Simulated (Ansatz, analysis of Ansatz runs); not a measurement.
# How often does Na try the jump in Na2CrO4 (Cmcm)?, part 2 of 2

Aim: the prefactor of a hop in Na2CrO4 (Cmcm) (V_Na hop (3.4 Å), charge −1) from the modes of the moving atom at the start and at the top of a path found beforehand. Model: a cell of 56 host atoms with 1 Na taken out.

Ansatz 0.2.0; plane-wave PAW DFT, PBEsol; finite-difference force constants of the moving atom alone.

So far. Step 2 (Vibrations of the moving atom at the start point): The three modes are 163, 178 and 200 cm⁻¹: all real, a minimum for this atom with the others held.

## 3. Vibrations of the moving atom at the top of the path

The same at the top, where the mode along the path should be imaginary.

The input, qm1.top.modes/input.yaml:

```yaml
crystal:
  lattice:
    - [0.0, 9.21092277, 7.09648259]
    - [5.85930775, 0.0, 7.09648259]
    - [5.85930775, 9.21092277, 0.0]
  atoms:
    - { symbol: Na, position: [0.00630296, 0.20457475, 0.32412239] }
    - { symbol: Na, position: [0.02890387, 0.22852014, 0.77107352] }
[... 8 atom lines left out ...]
    - { symbol: Na, position: [0.57719834, 0.28953154, 0.76073945] }
[... 2 atom lines left out ...]
    - { symbol: Na, position: [0.48833925, -0.00346635, 0.00811765] }
[... 3 atom lines left out ...]
    - { symbol: Cr, position: [0.71880927, 0.56757339, 0.42091239] }
[... 1 atom line left out ...]
    - { symbol: Cr, position: [0.27904928, 0.43723379, 0.07758323] }
[... 2 atom lines left out ...]
    - { symbol: Cr, position: [0.792878, 0.93379759, 0.56182626] }
[... 7 atom lines left out ...]
    - { symbol: O, position: [0.74366431, 0.39176481, 0.52139559] }
[... 1 atom line left out ...]
    - { symbol: O, position: [0.34975234, 0.11849934, 0.88689581] }
[... 3 atom lines left out ...]
    - { symbol: O, position: [0.34998077, 0.54915351, 0.90287118] }
    - { symbol: O, position: [0.839667, 0.06344838, 0.40057258] }
[... 6 atom lines left out ...]
    - { symbol: O, position: [0.43276693, 0.26442302, 1.0471135] }
[... 5 atom lines left out ...]
    - { symbol: O, position: [0.73849487, 0.50394079, 0.7866426] }
[... 3 atom lines left out ...]
    - { symbol: O, position: [0.72957877, 0.01513157, 0.71903937] }
  symmetry: { detect: false }
total_charge: -1
basis:
  ecutwfc: 420
  xc_grid: 2
hamiltonian:
  xc: pbesol
kpoints:
  mp_grid: { grid: [1, 1, 1], shift: [0.25, 0.25, 0.25] }
scf:
  occupations: { method: fixed }
  max_iter: 100
phonons:
  supercell: [1, 1, 1]
  displaced_sites: [10]
  amplitude: 0.02
```

Started as:

```sh
$ ansatz run input.yaml --threads 4 --pin off --max-ram 14131MiB --backend cpu --events-out ev --progress --plain --runs-dir out
```

Numbers of over 12 decimals in the logs are rounded to 6 here.

The log of the run:

```text
[...]
Crystal: 55 atoms, lattice volume = 765.989 Å³
Basis set: ecut = 420 eV, 15027 PW (Γ), exchange–correlation on 160×128×150 points (8 copies of the dense FFT grid, shifted against one another)
Bands: 275, of which v1, the nominal top of the filled ones, is band 220 counted from 1 (219 counted from 0)
Symmetry: 1 space group operations
k-points: 1
[...]
SCF iter   1: F=—  HF=-66899.326575 eV  |F-HF|=—  |Δ(HF+E_count)|=         —  Δρ=1.44e-2  dr2=1.19e0  ethr=1.77e-3  ⟨swp⟩=4.0  Hψ=814  notcnv=0  defer=41
[...]
SCF iter  20: F=-66898.948448 eV  HF=-66898.948448 eV  |F-HF|=0.00e0  |Δ(HF+E_count)|=  8.73e-11  Δρ=1.05e-7  dr2=1.01e-10  ethr=1.00e-12  ⟨swp⟩=2.0  Hψ=771  notcnv=0
SCF 1 converged in 20 iterations: F = -66898.948448 eV  dr2 = 1.01e-10
[...]
SCF iter  15: F=-66898.947602 eV  HF=-66898.947602 eV  |F-HF|=4.37e-11  |Δ(HF+E_count)|=  2.91e-11  Δρ=5.32e-8  dr2=2.34e-11  ethr=1.00e-12  ⟨swp⟩=3.0  Hψ=719  notcnv=0
SCF 2 converged in 15 iterations: F = -66898.947602 eV  dr2 = 2.34e-11
[...]
SCF iter  10: F=-66898.947591 eV  HF=-66898.947591 eV  |F-HF|=4.37e-11  |Δ(HF+E_count)|=  2.91e-11  Δρ=7.86e-8  dr2=4.43e-11  ethr=1.00e-12  ⟨swp⟩=2.0  Hψ=726  notcnv=0
SCF 3 converged in 10 iterations: F = -66898.947591 eV  dr2 = 4.43e-11
[...]
SCF iter  15: F=-66898.948170 eV  HF=-66898.948170 eV  |F-HF|=2.91e-11  |Δ(HF+E_count)|=  1.60e-10  Δρ=8.74e-8  dr2=5.90e-11  ethr=1.00e-12  ⟨swp⟩=3.0  Hψ=710  notcnv=0
SCF 4 converged in 15 iterations: F = -66898.948170 eV  dr2 = 5.90e-11
[...]
SCF iter  10: F=-66898.948284 eV  HF=-66898.948284 eV  |F-HF|=8.73e-11  |Δ(HF+E_count)|=  7.28e-11  Δρ=6.82e-8  dr2=3.11e-11  ethr=1.00e-12  ⟨swp⟩=3.0  Hψ=710  notcnv=0
SCF 5 converged in 10 iterations: F = -66898.948284 eV  dr2 = 3.11e-11
[...]
SCF iter  15: F=-66898.947638 eV  HF=-66898.947638 eV  |F-HF|=1.46e-11  |Δ(HF+E_count)|=  2.91e-11  Δρ=6.14e-8  dr2=3.21e-11  ethr=1.00e-12  ⟨swp⟩=2.0  Hψ=729  notcnv=0
SCF 6 converged in 15 iterations: F = -66898.947638 eV  dr2 = 3.21e-11
[...]
SCF iter   9: F=-66898.947666 eV  HF=-66898.947666 eV  |F-HF|=1.02e-10  |Δ(HF+E_count)|=  1.60e-10  Δρ=1.00e-7  dr2=7.21e-11  ethr=1.00e-12  ⟨swp⟩=3.0  Hψ=842  notcnv=0
SCF 7 converged in 9 iterations: F = -66898.947666 eV  dr2 = 7.21e-11
SCF converged after 20 iterations
Free energy (F): -66898.948448 eV
[...]
Internal energy: -66898.948448 eV  (E = F + TS)
E sigma→0 (E₀):  -66898.948448 eV
Fermi energy:    2.748659 eV
[...]
--- Forces (eV/Å), atoms counted from 1 ---
  atom   1  Na    -0.00139301    -0.00003417    -0.00014437
  atom   2  Na    -0.00066288    -0.00317839     0.00888190
  [... 8 atoms left out ...]
  atom  11  Na     0.00046821    -0.00274975     0.00004682
  [... 2 atoms left out ...]
  atom  14  Na     0.00010652    -0.00061167    -0.00249088
  [... 5 atoms left out ...]
  atom  20  Cr    -0.00208975    -0.00216113     0.00139510
  [... 2 atoms left out ...]
  atom  23  Cr     0.00339631     0.00077169     0.00478965
  [... 7 atoms left out ...]
  atom  31  O      0.00341764     0.00351719     0.00453398
  [... 1 atom left out ...]
  atom  33  O      0.00137459    -0.00377335     0.00002876
  [... 3 atoms left out ...]
  atom  37  O     -0.00138958     0.00107662     0.00045463
  atom  38  O     -0.00007330    -0.00146621     0.00015205
  [... 6 atoms left out ...]
  atom  45  O      0.00138617    -0.00034531     0.00120289
  [... 9 atoms left out ...]
  atom  55  O     -0.00250713    -0.00215382    -0.00059179
  max |Σ_I F_I| component: 3.93e-6 eV/Å
--- Band table (eV) ---
[...]
transpose residual: 1.3e-3 eV/Å²
[...]
frequencies among the named sites at Γ of the cell (cm⁻¹): -51.88 202.23 268.85
  unstable modes among the named sites: 1
  frequencies as built, with no sum rule (cm⁻¹): -51.89 202.24 268.85
  zero-point energy: 0.029204 eV/cell   skipped modes (ω ≤ 0): 1, of them read as no rigid motion or as one in doubt: 1 (1.000e0 modes/cell left out, lowest -51.88 cm⁻¹)
[...]
```

Wall time 1.9 min (4 threads of Arm Neoverse V1, shared host); peak memory 1.5 GiB; 7.3 min of CPU time.

Numbers from this step:

```yaml
free_energy: -66898.9484 eV
frequencies_of_moving_atom: -51.88, 202.2, 268.9 cm⁻¹ (negative: imaginary)
```

The three modes are 52i, 202 and 269 cm⁻¹: one imaginary, a saddle of first order for this atom with the others held.

## 4. Attempt frequency and hop rate

Analysis of the runs above: harmonic transition-state theory from the moving atom's modes alone (Vineyard), PBEsol.

It gives:

```
attempt frequency : 3.202 THz
```

Hop rate against temperature:

```
temperature (K)  hop rate (1/s)
            200          0.0246
            300            1247
            400           2.8e5
            600           6.3e7
            800           9.5e8
           1000           4.8e9
```

## 5. Results

| Property | Result |
| --- | --- |
| attempt frequency (attempt frequency and hop rate) | 3.20 THz |

**Reading.** The attempt frequency, the product of the three frequencies at the start over that of the two real ones at the top (Vineyard), is 3.2 THz. With the barrier of 0.56 eV it gives 6.3e+07 hops a second at 600 K along this one path; equivalent neighbouring sites multiply that. The host's atoms were held, though they move along the path too, so the prefactor is rough. Limits: one k-point off the zone centre stands for the whole zone.

[Logs are printed without paths, hosts, clocks, repeated set-up lines and the standing remarks that a program may print on its own settings, such as how far it seeks lower states.]

[Hosts, paths, dates, database ids (printed as entryN), source tags and the programs' standing remarks are cut or masked in the printed files.]
